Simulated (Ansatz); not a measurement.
**InH (model cell, started as wurtzite): from the cell to its phonons**

The cell of InH (model cell, started as wurtzite) is at rest. What are its phonons? After the zone centre comes a 3×3×2 q mesh on a 15×15×8 k mesh.

Program: Ansatz 0.2.0. Level of theory: DFT PBEsol, scalar-relativistic, plane waves, PAW. Results are calculated unless marked as measured.

The structure was built from a prototype and need not be the compound's stable phase.

### Step 1. Set-up

The structure is hexagonal, space group P6_3mc (No. 186). Conventional cell: a = 3.260 Å, b = 3.260 Å, c = 6.827 Å, α = 90.00°, β = 90.00°, γ = 120.00°. In has 1 H at 2.02 Å nearest. Nearest to H lie 1 In at 2.02 Å. Farther neighbours are not listed.

### Step 2. Modes at Γ

The cell comes from relaxations at this level that are not shown. The zone centre comes first: it holds the modes that light can see, as far as symmetry allows. No field response is asked, since the mesh shows no gap.

Contents of input.yaml:

```yaml
crystal:
  lattice:
    - [3.2601836778, 0.0, 0.0]
    - [-1.6300918389, 2.8234018859, 0.0]
    - [0.0, 0.0, 6.8269828696]
  atoms:
    - { symbol: In, position: [0.3333333333, 0.6666666667, 0.0396338471] }
    - { symbol: In, position: [0.6666666667, 0.3333333333, 0.5396338471] }
    - { symbol: H, position: [0.3333333333, 0.6666666667, 0.3353661529] }
    - { symbol: H, position: [0.6666666667, 0.3333333333, 0.8353661529] }
kpoints:
  mp_grid: { grid: [15, 15, 8] }
hamiltonian:
  xc: pbesol
scf:
  occupations: { method: methfessel_paxton, width: 0.2 }
output:
  eigenvalues: true
phonons:
  method: dfpt
```

Started as:

```bash
> ansatz run input.yaml --threads 4 --pin off --max-ram 7168MiB --backend cpu --events-out ev --progress --plain --runs-dir out
```

Numbers of over 12 decimals in the logs are rounded to 6 here.

The program printed:

```text
Engine: ansatz 0.2.0, aarch64-unknown-linux-gnu
Pseudopotentials: kind: paw
Pseudopotential: In, paw, valence charge 13, recommended cutoff 420 eV (normal), In.paw.azcp
Pseudopotential: H, paw, valence charge 1, recommended cutoff 420 eV (normal), H.paw.azcp
Functional definition: PBEsol
  exchange = pbesol_x
  correlation = pbesol_c
Crystal: 4 atoms, lattice volume = 62.841 Å³
Basis set: ecut = 420 eV, 1259 PW (Γ), exchange–correlation on 48×48×96 points (8 copies of the dense FFT grid, shifted against one another)
Bands: 18, of which v1, the nominal top of the filled ones, is band 14 counted from 1 (13 counted from 0)
Symmetry: 12 space group operations
k-points: 488 of 1800 (irreducible under 2 space group operations, time reversal used)
Non-local potential: In, projectors of the file, l = 0: 2, l = 1: 2, l = 2: 2, l = 3: 2
Non-local potential: H, projectors of the file, l = 0: 2, l = 1: 1
PAW form: soft (Blöchl's): semilocal exchange-correlation on the pseudo side does not see the compensation charge
PAW frozen core: In, regenerated for the run's functional, and the local potential with it (the file was generated under x = pbe(κ = 0.804, μ = 0.219515), c = pbe(β = 0.066725))
PAW one-centre angular grid: In, 590 points (default); XC on 64 Gauss nodes
PAW one-centre angular grid: H, 110 points (default); XC on 64 Gauss nodes
Initial density: superposition of atomic densities (neutral atoms: chi_scale 0, normalization atom), corrected by the library's trained network
Initial wavefunctions: pseudopotential atomic-orbital guess
Functional: x = pbesol(κ = 0.804, μ = 0.123457), c = pbesol(β = 0.046)
SCF iter   1: F=—  HF=-11080.476876 eV  |F-HF|=—  |Δ(HF+E_count)|=         —  Δρ=9.24e-3  dr2=5.20e-2  ethr=1.77e-3  ⟨swp⟩=6.2  Hψ=94183  notcnv=0  defer=11
automatic band count: the SCF goes on with 22 bands, as 18 were too few: they end inside the smearing window of the response
preconditioner: auto → none  [insulator: Δε(μ)=0.134 eV  Ē_g=17.377 eV  σ=0.200 eV  W_gap=0.53  n_scr=10 (ndim 8)  ℏωp=24.8 eV  f_vac=0.000  D(μ)=0.49/eV (n_scr^D=2)  ε∞_Penn≈3.0]
SCF iter   2: F=—  HF=-11080.459329 eV  |F-HF|=—  |Δ(HF+E_count)|=   1.75e-2  S|Δr|=    0.00e0  Δρ=3.98e-3  dr2=8.29e-3  ethr=1.86e-4  ⟨swp⟩=1.0  Hψ=14640  notcnv=0  defer=11
SCF iter   3: F=—  HF=-11080.457029 eV  |F-HF|=—  |Δ(HF+E_count)|=   2.30e-3  S|Δr|=    0.00e0  Δρ=8.30e-4  dr2=3.34e-4  ethr=2.96e-5  ⟨swp⟩=2.0  Hψ=11018  notcnv=0  defer=11
SCF iter   4: F=—  HF=-11080.456967 eV  |F-HF|=—  |Δ(HF+E_count)|=   6.21e-5  S|Δr|=    0.00e0  Δρ=2.06e-4  dr2=1.72e-5  ethr=1.19e-6  ⟨swp⟩=2.1  Hψ=16245  notcnv=0  defer=11
SCF iter   5: F=—  HF=-11080.456967 eV  |F-HF|=—  |Δ(HF+E_count)|=   4.21e-7  S|Δr|=    0.00e0  Δρ=4.39e-5  dr2=4.83e-7  ethr=6.14e-8  ⟨swp⟩=2.6  Hψ=16789  notcnv=0  defer=11
SCF iter   6: F=—  HF=-11080.456970 eV  |F-HF|=—  |Δ(HF+E_count)|=   2.07e-6  S|Δr|=    0.00e0  Δρ=5.40e-6  dr2=6.65e-9  ethr=1.73e-9  ⟨swp⟩=2.0  Hψ=11528  notcnv=0  defer=11
SCF iter   7: F=—  HF=-11080.456970 eV  |F-HF|=—  |Δ(HF+E_count)|=   1.02e-8  S|Δr|=    0.00e0  Δρ=4.96e-7  dr2=6.82e-11  ethr=2.37e-11  ⟨swp⟩=2.0  Hψ=11944  notcnv=0  defer=11
SCF iter   8: F=-11080.456970 eV  HF=-11080.456970 eV  |F-HF|=0.00e0  |Δ(HF+E_count)|=  7.28e-11  S|Δr|=    0.00e0  Δρ=5.79e-8  dr2=1.55e-12  ethr=1.00e-12  ⟨swp⟩=9.6  Hψ=61169  notcnv=0
SCF 1 converged in 8 iterations: F = -11080.456970 eV  dr2 = 1.55e-12
  greatest PAW one-centre occupation: 0.982 electrons in one spin orbital (limit 2), on the In atom at site 1 (counted from 0), in its partial waves of l = 2
DFPT response loops at Γ: preconditioner auto → Kerker (q_TF=auto, 2.384 Å⁻¹) (partly filled bands, converged f_vac=0.000); β = 1.00, the filter's whole step (`scf.mixing.beta` (0.50) is not read by the response loops under this deck's `scf.mixing.preconditioner`; to damp them name `kerker` or `kerker_dos`, under which they read `scf.mixing.beta`, and type it under 1.00, their step now; both keys bind the ground state too); Broyden in place of MSR1
SCF converged after 8 iterations
Stability not checked: this state was not tested for a lower state beside it, because cold or Methfessel-Paxton smearing, or corrected tetrahedra, fill the levels in a way that the test cannot read (fill_not_monotonic; see scf.lower_state_search)
Free energy (F): -11080.456970 eV
Harris-Foulkes:  -11080.456970 eV  (|F-HF|=0.00e0)
Internal energy: -11080.461045 eV  (E = F + TS)
E sigma→0 (E₀):  -11080.457988 eV
Entropy (-TS):   0.004076 eV (1.019 meV/atom)
Fermi energy:    8.511910 eV
--- Per-component energies (eV) ---
  E_band       = -88.841991
  E_kinetic    = 508.633851
  E_local      = -2349.505516  (includes V_loc(G=0)·N_el)
  E_nonlocal   = 737.752345
  E_hartree    = 918.027004
  E_xc         = -444.967413
  E_vxc        = -222.868632  (∫ρ·V_xc dr)
  E_paw        = -8164.081496  (= ΣΔE_a)
  E_vpaw       = -598.906037  (= ΣTr[D̂ρ^β])
  E_aug_tail   = -0.001975  (compensation charges beyond the density's cutoff)
  E_ewald      = -2286.789650
  E_core_change = 0.471805  (= ΣΔE_core)
  E_smearing   = 0.004076  (= −TS)
  E_closure    = 0.000000  (closes the sum)
  Σ components = -11080.456970   (vs F -11080.456970, Δ=0.00e0)
--- Band table (eV; the first three rows and the last of 488) ---
  k-point 0: bands = [... 10 lower, -1.7035, 1.2311, 2.3881, 10.5134, 12.6057, 15.5078, 17.6814, 17.6814, ... 4 higher]
  k-point 1: bands = [... 10 lower, -1.6512, 0.8157, 2.9077, 9.8456, 13.1602, 15.4815, 17.7256, 17.7256, ... 4 higher]
  k-point 2: bands = [... 10 lower, -1.4938, 0.1850, 3.8496, 8.6392, 13.9945, 15.3998, 17.8549, 17.8549, ... 4 higher]
  k-point 487: bands = [... 10 lower, 1.4731, 3.6216, 5.2977, 8.0312, 8.7950, 9.7181, 11.2801, 12.0307, ... 4 higher]
--- Phonons (Γ-DFPT): 4 representative perturbations + reference, on 488 of 1800 k-points (Σ response iterations 14) ---
  k mesh reduced under 2 symmetry operations, with k and −k counted as one. Each operation leaves every solved perturbation unchanged. A smaller set is not used because it would not reduce the number of displacements times k-points to solve
  ASR residual: 1.180e-5 → 0.000e0 eV/Å²; symmetrization residual: 1.259e-6 eV/Å²
  ASR residual per site (eV/Å²): 8.74e-6 8.74e-6 1.18e-5 1.18e-5
  Γ frequencies (cm⁻¹): -255.85 -255.85 -121.13 -121.13 -7.86 0.00 0.00 0.00 37.69 37.69 633.18 791.52
  non-analytic LO–TO correction: not included (Born effective charges unavailable; polar crystals: no LO–TO splitting at Γ)
```

Run time: 63 s. Hardware: 4 threads of Arm Neoverse V2, shared host; peak memory 2 GiB; 4 min of CPU time.

Reading the cycles: dr2 is the Hartree energy of the density residual (eV), the measure of convergence; HF is the Harris–Foulkes estimate of the energy, which meets the free energy F at convergence.

This step gave:

* volume per atom: 15.71 Å³
* gap on the k-mesh: 0 eV
* sum-rule residual before enforcement: 1.18e-5 eV/Å²
* point group: 6mm
* highest optical mode at the zone centre (no LO-TO term): 791.5 cm⁻¹
* lowest optical zone-centre mode: -255.8 cm⁻¹

Patterns of degenerate modes are one choice out of their space. Modes at Γ, with each element's share of the kinetic energy (negative means imaginary):

```csv
mode,frequency (cm⁻¹),symmetry,In %,H %
1,-255.8,E2,2,98
2,-255.8,E2,2,98
3,-121.1,E1,1,99
4,-121.1,E1,1,99
5,-7.9,B1,97,3
6,0.0,acoustic,99,1
7,0.0,acoustic,99,1
8,0.0,acoustic,99,1
9,37.7,E2,98,2
10,37.7,E2,98,2
11,633.2,B1,3,97
12,791.5,A1,1,99
```

Displacements in mode 1 (-255.8 cm⁻¹), the largest set to 1:
```
In1  0.01  0.00  0.00
In2 -0.01  0.00  0.00
H3   1.00  0.00  0.00
H4  -1.00  0.00  0.00
```

Displacements in mode 12 (791.5 cm⁻¹), the largest set to 1:
```
In1  0.00  0.00 -0.01
In2  0.00  0.00 -0.01
H3   0.00  0.00  1.00
H4   0.00  0.00  1.00
```

Before it was imposed, the acoustic sum rule was missed by 1.2e-5 eV/Å². Small misses are needed for a sound result but don't prove that mesh and cutoff are converged. The lowest optical mode is imaginary, 255.8i cm⁻¹, so the energy falls along it.

(Continued in part 2 of 2.)

[Logs are printed without paths, hosts, clocks, repeated set-up lines and the standing remarks that a program may print on its own settings, such as how far it seeks lower states.]

[Hosts, paths, dates, database ids (printed as entryN), source tags and the programs' standing remarks are cut or masked in the printed files.]
